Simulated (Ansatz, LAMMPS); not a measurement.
# Localised basis functions on glassy 71SiO2-10B2O3-10MgO-10Na2O (mol %) (127 atoms), part 2 of 3

Wanted: errors and times of a linear-scaling basis for glassy 71SiO2-10B2O3-10MgO-10Na2O (mol %) (127 atoms). A setting counts as converged where the r.m.s. difference of forces stays under 1 % of the r.m.s. force.

Ansatz 0.2.0; Kohn-Sham DFT, PBE, PAW (set soft_2), plane waves.

The cell: 29 Si, 8 B, 4 Mg, 8 Na and 78 O. The quench rate of 20 K/ps is many orders above laboratory rates. The network of bonds at the start is that of the classical potential that made the cell. Only the Γ point is sampled, in a cell whose shortest periodic width is 12 Å.

So far. Step 4 (Support functions medium): Forces differ from the reference by 0.83 meV/Å r.m.s., 0.079 % of their size, well within a tolerance of 1 %; the energy by -4.8 meV/atom. It took roughly 4.7 times the reference's time (one timing each, with unlike analyses asked), in 14 cycles against 10.

### Step 5. Support functions low

With localised support functions most steps grow linearly with size, though the diagonalisation grows faster unless the density matrix is cut; this run measures error and cost at this size.

This step: Kohn-Sham DFT, PBE, PAW (set soft_2), localised support functions (low) (Ansatz 0.2.0).

Contents of input.yaml:

```yaml
crystal:
  lattice:
    - [11.78058, 0.0, 0.0]
    - [0.0, 11.78058, 0.0]
    - [0.0, 0.0, 11.78058]
  atoms:
    [... the 127 atom lines of step 3 ...]
kpoints:
  mp_grid: { grid: [1, 1, 1] }
hamiltonian:
  xc: pbe
scf:
  occupations: { method: fermi_dirac, width: 0.025 }
  eigensolver: { kind: { support_functions: { accuracy: low } } }
  max_iter: 150
output:
  forces: true
  eigenvalues: true
```

The run is started by

```bash
ansatz run input.yaml --threads 4 --pin off --max-ram 8192MiB --backend cpu --events-out ev --progress --plain --runs-dir out
```

What it wrote:

```text
[...]
Crystal: 127 atoms, lattice volume = 1634.933 Å³
Basis set: ecut = 420 eV, 31919 PW (Γ), exchange–correlation on 180×180×180 points (8 copies of the dense FFT grid, shifted against one another)
Bands: 432, of which v1, the nominal top of the filled ones, is band 360 counted from 1 (359 counted from 0)
Symmetry: 1 space group operations
k-points: 1
[...]
SCF iter   1: F=—  HF=-83650.989511 eV  |F-HF|=—  |Δ(HF+E_count)|=         —  Δρ=1.09e-1  dr2=2.03e2  ethr=1.00e-1
[...]
SCF iter  12: F=—  HF=-83654.936413 eV  |F-HF|=—  |Δ(HF+E_count)|=   2.54e-3  Δρ=4.13e-5  dr2=2.99e-5  ethr=1.52e-8  κ⁻¹=1.5e-5(r=7)
SCF iter  13: F=-83654.938459 eV  HF=-83654.938459 eV  |F-HF|=5.52e-7  |Δ(HF+E_count)|=   2.05e-3  Δρ=1.56e-5  dr2=6.73e-6  ethr=4.15e-9
SCF 1 converged in 13 iterations: F = -83654.964295 eV  dr2 = 6.73e-6
[...]
SCF converged after 13 iterations
[...]
Free energy (F): -83654.964295 eV
[...]
Internal energy: -83654.964295 eV  (E = F + TS)
E sigma→0 (E₀):  -83654.964295 eV
Fermi energy:    5.769140 eV
[...]
Σ components = -83654.964295   (vs F -83654.964295, Δ=0.00e0)
--- Forces (eV/Å), atoms counted from 1 ---
  atom   1  Si     1.49560423    -1.00032410     0.40636138
  atom   2  Si     2.77432678    -0.12890083    -2.82903227
  atom   3  Si     0.45381252     0.24514281     0.76432309
  atom   4  Si     0.89983396    -2.32177525     1.21288175
[...]
atom 127  O     -0.04072723    -0.66047515    -0.06893334
  max |Σ_I F_I| component: 8.35e-4 eV/Å
--- Band table (eV) ---
[...]
```

The job ended after 2.8 min (4 threads of Arm Neoverse V1, shared host; peak memory 5.3 GiB; 11 min of CPU time).

Keys that differ from the reference: support_functions.accuracy = "low" and scf.max_iter = 150.

Forces differ from the reference by 0.85 meV/Å r.m.s., 0.081 % of their size, well within a tolerance of 1 %; the energy by -4.8 meV/atom. It took roughly 4.0 times the reference's time (one timing each, with unlike analyses asked), in 13 cycles against 10.

### Step 6. Support functions medium, spacing 0.33 Å

The grid spacing sets how fine a wave the support functions can hold. Besides, the program derives a nominal cutoff of 464 eV for this run, against the reference's 420.

This step: Kohn-Sham DFT, PBE, PAW (set soft_2), localised support functions (medium) (Ansatz 0.2.0).

input.yaml, the sections that differ from step 5:

```yaml
scf:
  occupations: { method: fermi_dirac, width: 0.025 }
  eigensolver: { kind: { support_functions: { accuracy: medium, spacing: 0.33 } } }
  max_iter: 150
# crystal, kpoints, hamiltonian, output: as in step 5
```

What it wrote:

```text
[...]
Crystal: 127 atoms, lattice volume = 1634.933 Å³
Basis set: ecut = 464 eV, 37193 PW (Γ), exchange–correlation on 180×180×180 points (8 copies of the dense FFT grid, shifted against one another)
Bands: 432, of which v1, the nominal top of the filled ones, is band 360 counted from 1 (359 counted from 0)
Symmetry: 1 space group operations
k-points: 1
[...]
SCF iter   1: F=—  HF=-83632.246571 eV  |F-HF|=—  |Δ(HF+E_count)|=         —  Δρ=1.06e-1  dr2=1.91e2  ethr=1.00e-1
[...]
SCF iter  14: F=-83646.185066 eV  HF=-83646.185066 eV  |F-HF|=8.12e-8  |Δ(HF+E_count)|=   2.25e-6  Δρ=5.34e-6  dr2=1.21e-6  ethr=7.95e-10
SCF 1 converged in 14 iterations: F = -83646.216353 eV  dr2 = 1.21e-6
[...]
SCF converged after 14 iterations
[...]
Free energy (F): -83646.216353 eV
[...]
Internal energy: -83646.216353 eV  (E = F + TS)
E sigma→0 (E₀):  -83646.216353 eV
Fermi energy:    5.754889 eV
[...]
--- Forces (eV/Å), atoms counted from 1 ---
  atom   1  Si     1.51144526    -0.98858014     0.40708354
  atom   2  Si     2.80287080    -0.10928767    -2.80573124
  atom   3  Si     0.48005349     0.23086471     0.80933538
  atom   4  Si     0.92994883    -2.35461020     1.21911177
  atom   5  Si    -1.32662295     1.37091004     0.26351425
  atom   6  Si     1.94934329     1.84886346     1.31686403
  atom   7  Si    -1.46352585     1.26154050     2.07880767
  atom   8  Si    -0.99441778    -0.71679697     0.52812837
  atom   9  Si    -0.03533275    -1.15202493     0.93241511
  atom  10  Si     0.76708559     1.11467060    -3.69603629
  atom  11  Si    -1.66876368     1.33672837     2.71092888
  atom  12  Si     1.29083117     0.52128492     1.55282056
  atom  13  Si     2.29957975    -2.86293227    -0.07973731
  atom  14  Si     0.50008997     3.22196873     0.11671721
[...]
atom 126  O      1.32089904     0.68041962    -0.53026991
  atom 127  O     -0.09034023    -0.71701123     0.07496604
  max |Σ_I F_I| component: 8.06e-1 eV/Å
--- Band table (eV) ---
[...]
```

Run time: 74 s. Hardware: 4 threads; peak memory 2.6 GiB; 4.8 min of CPU time.

The program notes that the forces don't sum to zero within tolerance and the grid leaves an egg-box force.

Forces differ from the reference by 61 meV/Å r.m.s., 5.8 % of their size, far over a tolerance of 1 %; the energy by +64 meV/atom and the gap by -0.040 eV. It took roughly 1.8 times the reference's time (one timing each, with unlike analyses asked), in 14 cycles against 10. The setting is coarser than the default on purpose.

### Step 7. Support functions medium, spacing 0.275 Å

The grid spacing sets how fine a wave the support functions can hold. Besides, the program derives a nominal cutoff of 464 eV for this run, against the reference's 420.

input.yaml, the sections that differ from step 6:

```yaml
scf:
  occupations: { method: fermi_dirac, width: 0.025 }
  eigensolver: { kind: { support_functions: { accuracy: medium, spacing: 0.275 } } }
  max_iter: 150
# crystal, kpoints, hamiltonian, output: as in step 6
```

What it wrote:

```text
[...]
Crystal: 127 atoms, lattice volume = 1634.933 Å³
Basis set: ecut = 464 eV, 37193 PW (Γ), exchange–correlation on 180×180×180 points (8 copies of the dense FFT grid, shifted against one another)
Bands: 432, of which v1, the nominal top of the filled ones, is band 360 counted from 1 (359 counted from 0)
Symmetry: 1 space group operations
k-points: 1
[...]
SCF iter   1: F=—  HF=-83650.453229 eV  |F-HF|=—  |Δ(HF+E_count)|=         —  Δρ=1.09e-1  dr2=2.03e2  ethr=1.00e-1
[...]
SCF iter  14: F=-83655.538683 eV  HF=-83655.538684 eV  |F-HF|=8.38e-7  |Δ(HF+E_count)|=   1.79e-3  Δρ=1.00e-5  dr2=1.72e-6  ethr=9.83e-10
SCF 1 converged in 14 iterations: F = -83655.563786 eV  dr2 = 1.72e-6
[...]
SCF converged after 14 iterations
[...]
Free energy (F): -83655.563786 eV
[...]
Internal energy: -83655.563786 eV  (E = F + TS)
E sigma→0 (E₀):  -83655.563786 eV
Fermi energy:    5.768872 eV
[...]
--- Forces (eV/Å), atoms counted from 1 ---
  atom   1  Si     1.49857807    -1.00040009     0.40354213
  atom   2  Si     2.78427344    -0.12881344    -2.83226146
  atom   3  Si     0.45528573     0.24594173     0.76872111
  atom   4  Si     0.90399298    -2.32346846     1.21342392
  atom   5  Si    -1.35402516     1.35747333     0.23736831
  atom   6  Si     1.97313802     1.87210700     1.33739526
  atom   7  Si    -1.41639372     1.24500902     2.09162045
  atom   8  Si    -1.00390773    -0.72934096     0.51073834
  atom   9  Si    -0.02799161    -1.13709003     0.96284221
  atom  10  Si     0.70425804     1.04955606    -3.70453648
  atom  11  Si    -1.68467225     1.33540903     2.71713860
  atom  12  Si     1.31372606     0.54872074     1.54202813
  atom  13  Si     2.31342123    -2.87564262    -0.09831974
  atom  14  Si     0.46168057     3.17124304     0.10268637
[...]
atom 126  O      1.42042119     0.61303140    -0.49396769
  atom 127  O     -0.04408762    -0.66184282    -0.07128608
  max |Σ_I F_I| component: 9.02e-2 eV/Å
--- Band table (eV) ---
[...]
```

Elapsed: 93 s, on 4 threads; peak memory 3.2 GiB.

Forces differ from the reference by 6.8 meV/Å r.m.s., 0.65 % of their size, within a tolerance of 1 %; the energy by -9.6 meV/atom. It took roughly 2.3 times the reference's time (one timing each, with unlike analyses asked), in 14 cycles against 10. The setting is coarser than the default on purpose.

### Step 8. Support functions medium, spacing 0.238 Å

The grid spacing sets how fine a wave the support functions can hold. Besides, the program derives a nominal cutoff of 464 eV for this run, against the reference's 420.

input.yaml, the sections that differ from step 7:

```yaml
scf:
  occupations: { method: fermi_dirac, width: 0.025 }
  eigensolver: { kind: { support_functions: { accuracy: medium, spacing: 0.238 } } }
  max_iter: 150
# crystal, kpoints, hamiltonian, output: as in step 7
```

What it wrote:

```text
[...]
Crystal: 127 atoms, lattice volume = 1634.933 Å³
Basis set: ecut = 464 eV, 37193 PW (Γ), exchange–correlation on 180×180×180 points (8 copies of the dense FFT grid, shifted against one another)
Bands: 432, of which v1, the nominal top of the filled ones, is band 360 counted from 1 (359 counted from 0)
Symmetry: 1 space group operations
k-points: 1
[...]
SCF iter   1: F=—  HF=-83650.787865 eV  |F-HF|=—  |Δ(HF+E_count)|=         —  Δρ=1.09e-1  dr2=2.03e2  ethr=1.00e-1
[...]
SCF iter  14: F=-83655.167227 eV  HF=-83655.167228 eV  |F-HF|=4.66e-7  |Δ(HF+E_count)|=   1.74e-3  Δρ=7.97e-6  dr2=1.23e-6  ethr=1.02e-9
SCF 1 converged in 14 iterations: F = -83655.191616 eV  dr2 = 1.23e-6
[...]
SCF converged after 14 iterations
[...]
Free energy (F): -83655.191616 eV
[...]
Internal energy: -83655.191616 eV  (E = F + TS)
E sigma→0 (E₀):  -83655.191616 eV
Fermi energy:    5.769334 eV
[...]
--- Forces (eV/Å), atoms counted from 1 ---
  atom   1  Si     1.49643013    -0.99962244     0.40655178
  atom   2  Si     2.77501017    -0.12759102    -2.82847685
  atom   3  Si     0.45326553     0.24536062     0.76479862
  atom   4  Si     0.89834773    -2.32267306     1.21258688
  atom   5  Si    -1.34788035     1.35750830     0.23528120
  atom   6  Si     1.97374095     1.87147886     1.33808948
  atom   7  Si    -1.41659377     1.24698580     2.08742154
  atom   8  Si    -1.00430482    -0.73018770     0.50852231
  atom   9  Si    -0.02560058    -1.13805812     0.96354760
  atom  10  Si     0.70361554     1.05020141    -3.70532014
  atom  11  Si    -1.68601767     1.33026622     2.71487240
  atom  12  Si     1.31394362     0.54945798     1.55460545
  atom  13  Si     2.30525066    -2.87935704    -0.09939693
  atom  14  Si     0.46126413     3.16964048     0.10065524
[...]
atom 126  O      1.41574802     0.61283441    -0.48668585
  atom 127  O     -0.04036120    -0.66036490    -0.06820683
  max |Σ_I F_I| component: 8.98e-3 eV/Å
--- Band table (eV) ---
[...]
```

It took 1.8 min on 4 threads; peak memory 3.6 GiB.

Forces differ from the reference by 1.1 meV/Å r.m.s., 0.10 % of their size, well within a tolerance of 1 %; the energy by -6.6 meV/atom. It took roughly 2.6 times the reference's time (one timing each, with unlike analyses asked), in 14 cycles against 10. The setting is coarser than the default on purpose.

### Step 9. Support functions medium, spacing 0.211 Å

The grid spacing sets how fine a wave the support functions can hold. Besides, the program derives a nominal cutoff of 464 eV for this run, against the reference's 420.

input.yaml, the sections that differ from step 8:

```yaml
scf:
  occupations: { method: fermi_dirac, width: 0.025 }
  eigensolver: { kind: { support_functions: { accuracy: medium, spacing: 0.211 } } }
  max_iter: 150
# crystal, kpoints, hamiltonian, output: as in step 8
```

What it wrote:

```text
[...]
Crystal: 127 atoms, lattice volume = 1634.933 Å³
Basis set: ecut = 464 eV, 37193 PW (Γ), exchange–correlation on 180×180×180 points (8 copies of the dense FFT grid, shifted against one another)
Bands: 432, of which v1, the nominal top of the filled ones, is band 360 counted from 1 (359 counted from 0)
Symmetry: 1 space group operations
k-points: 1
[...]
SCF iter   1: F=—  HF=-83650.759434 eV  |F-HF|=—  |Δ(HF+E_count)|=         —  Δρ=1.09e-1  dr2=2.03e2  ethr=1.00e-1
[...]
SCF iter  13: F=—  HF=-83654.957701 eV  |F-HF|=—  |Δ(HF+E_count)|=   2.08e-3  Δρ=1.78e-5  dr2=8.65e-6  ethr=5.66e-9  κ⁻¹=2.5e-5(r=7)
SCF iter  14: F=-83654.959418 eV  HF=-83654.959418 eV  |F-HF|=2.51e-7  |Δ(HF+E_count)|=   1.72e-3  Δρ=6.87e-6  dr2=1.12e-6  ethr=1.20e-9
SCF 1 converged in 14 iterations: F = -83654.983806 eV  dr2 = 1.12e-6
[...]
SCF converged after 14 iterations
[...]
Free energy (F): -83654.983806 eV
[...]
Internal energy: -83654.983806 eV  (E = F + TS)
E sigma→0 (E₀):  -83654.983806 eV
Fermi energy:    5.769164 eV
[...]
Σ components = -83654.983806   (vs F -83654.983806, Δ=0.00e0)
--- Forces (eV/Å), atoms counted from 1 ---
  atom   1  Si     1.49588794    -1.00007359     0.40617343
  atom   2  Si     2.77388623    -0.12862349    -2.82897997
  atom   3  Si     0.45310882     0.24517700     0.76427997
  atom   4  Si     0.89970383    -2.32192716     1.21310214
[...]
atom 127  O     -0.04078486    -0.66038768    -0.06949049
  max |Σ_I F_I| component: 4.07e-3 eV/Å
--- Band table (eV) ---
[...]
```

Run time: 2.1 min. Hardware: 4 threads; peak memory 4.1 GiB; 8.2 min of CPU time.

Keys that differ from the reference: support_functions.accuracy = "medium", support_functions.spacing = 0.211 and scf.max_iter = 150.

Forces differ from the reference by 0.85 meV/Å r.m.s., 0.081 % of their size, well within a tolerance of 1 %; the energy by -5.0 meV/atom. It took roughly 3.1 times the reference's time (one timing each, with unlike analyses asked), in 14 cycles against 10.

### Step 10. Another setting: basis.ecutwfc = "350 eV" and scf.n_extra_bands = 2

Changed here: basis.ecutwfc = "350 eV" and scf.n_extra_bands = 2.

This step: Kohn-Sham DFT, PBE, PAW (set soft_2), plane waves (Ansatz 0.2.0).

input.yaml, the sections that differ from step 9:

```yaml
scf:
  occupations: { method: fermi_dirac, width: 0.025 }
  n_extra_bands: 2
output:
  forces: true
  stress: true
  populations: true
  dos:
    method: { smearing: { sigma: 0.1 } }
    de: 0.1
    projected: { site_lists: { B: [B], Mg: [Mg], Na: [Na], O: [O], Si: [Si] } }
  eigenvalues: true
basis:
  ecutwfc: "350 eV"
# crystal, kpoints, hamiltonian: as in step 9
```

What it wrote:

```text
Warning: basis.ecutwfc = 350 eV is below the records' recommended 420 eV, and the density's cutoff is lower with it unless basis.ecutrho_ratio is high enough to keep the records' density cutoff: compare with a run at a higher cutoff
[...]
Crystal: 127 atoms, lattice volume = 1634.933 Å³
Basis set: ecut = 350 eV, 24207 PW (Γ), exchange–correlation on 144×144×144 points (8 copies of the dense FFT grid, shifted against one another)
Bands: 362, of which v1, the nominal top of the filled ones, is band 360 counted from 1 (359 counted from 0)
Symmetry: 1 space group operations
[...]
k-points: 1
[...]
SCF iter   1: F=—  HF=-83647.299068 eV  |F-HF|=—  |Δ(HF+E_count)|=         —  Δρ=6.22e-3  dr2=3.74e-1  ethr=1.77e-3  ⟨swp⟩=7.0  Hψ=1932  notcnv=0
[...]
SCF iter  11: F=-83647.232081 eV  HF=-83647.232081 eV  |F-HF|=4.83e-9  |Δ(HF+E_count)|=   5.65e-8  Δρ=1.53e-6  dr2=4.47e-8  ethr=1.39e-11  ⟨swp⟩=5.0  Hψ=1662  notcnv=0
SCF 1 converged in 11 iterations: F = -83647.232081 eV  dr2 = 4.47e-8
[...]
SCF converged after 11 iterations
Free energy (F): -83647.232081 eV
[...]
Internal energy: -83647.232081 eV  (E = F + TS)
E sigma→0 (E₀):  -83647.232081 eV
Fermi energy:    5.764623 eV
[...]
--- Forces (eV/Å), atoms counted from 1 ---
  atom   1  Si     1.50347772    -1.00266830     0.40174593
  atom   2  Si     2.78444501    -0.12695707    -2.82197387
  atom   3  Si     0.45248022     0.25134150     0.76501962
  atom   4  Si     0.89794725    -2.32739476     1.21405238
  atom   5  Si    -1.36004649     1.35855049     0.23806548
  atom   6  Si     1.97263555     1.87813161     1.33995942
  atom   7  Si    -1.42207527     1.24278939     2.08582070
  atom   8  Si    -1.00593976    -0.72853066     0.51250527
  atom   9  Si    -0.02698521    -1.13473912     0.96732959
  atom  10  Si     0.70530440     1.04992990    -3.70329257
  atom  11  Si    -1.68466177     1.34019795     2.72506884
  atom  12  Si     1.31505480     0.54956449     1.54322861
  atom  13  Si     2.30750170    -2.87726051    -0.10299644
  atom  14  Si     0.46414523     3.17376893     0.10648059
[...]
atom 126  O      1.41392960     0.61052744    -0.48483922
  atom 127  O     -0.04443438    -0.65948564    -0.07213818
  max |Σ_I F_I| component: 1.43e-4 eV/Å
--- Stress (GPa, compression-positive) ---
       -1.578529       0.702515      -0.411490
        0.702513      -0.547596       0.373186
       -0.411488       0.373182      -0.778721
  P = ⅓ Tr σ = -0.9683 GPa (-9.683 kbar)
--- Band table (eV) ---
[...]
--- Löwdin populations: 127 sites ---
  site symbol       q [e]
     0     Si      2.2284
     1     Si      2.3525
     2     Si      2.2886
[...]
126      O      6.9606
  spilling = 0.010755 (of n_electrons = 720.000000)
```

Elapsed: 34 s, on 4 threads; peak memory 1.7 GiB.

The program notes that the cutoff lies under the one recommended for these potentials.

Forces differ from the reference by 7.7 meV/Å r.m.s., 0.74 % of their size, within a tolerance of 1 %; the energy by +56 meV/atom, the pressure by -0.059 GPa and the gap by -0.0069 eV.

### Step 11. Cost against change

Differences are against the plane-wave reference (Kohn-Sham DFT, PBE, PAW (set soft_2), plane waves), whose r.m.s. force component is 1.05 eV/Å. Energies are set beside the reference only for runs with its functional, potentials and electron count. Times are for 4 threads of Arm Neoverse V1, shared host. The reference's time includes the DOS, ELF, the stress and grids, which some other runs skip.

```
                                               run  Δ force, r.m.s. (meV/Å)  share of r.m.s. force (%)  Δ energy (meV/atom)  Δ pressure (GPa)  Δ gap (eV)  cycles     time  host memory (GiB)
                                         reference                        -                          -                    -                 -           -      10     41 s                2.4
                          support functions medium                    0.833                     0.0792                -4.85                 -     -3.0e-4      14  3.2 min                5.4
                             support functions low                    0.855                     0.0812                -4.85                 -     -4.0e-4      13  2.8 min                5.3
          support functions medium, spacing 0.33 Å                     61.2                       5.81                 64.0                 -     -0.0398      14     74 s                2.6
         support functions medium, spacing 0.275 Å                     6.83                      0.649                -9.57                 -     -0.0015      14     93 s                3.2
         support functions medium, spacing 0.238 Å                     1.08                      0.102                -6.64                 -      1.0e-4      14  1.8 min                3.6
         support functions medium, spacing 0.211 Å                    0.853                      0.081                -5.00                 -           0      14  2.1 min                4.1
basis.ecutwfc = "350 eV" and scf.n_extra_bands = 2                     7.75                      0.736                 56.0           -0.0586     -0.0069      11     34 s                1.7
```

[end of part 2 of 3]

[Long decimals in the printed logs are rounded to 6 places.]

[Logs are printed without paths, hosts, clocks, repeated set-up lines and the standing remarks that a program may print on its own settings, such as how far it seeks lower states.]

[Hosts, paths, dates, database ids (printed as entryN), source tags and the programs' standing remarks are cut or masked in the printed files.]
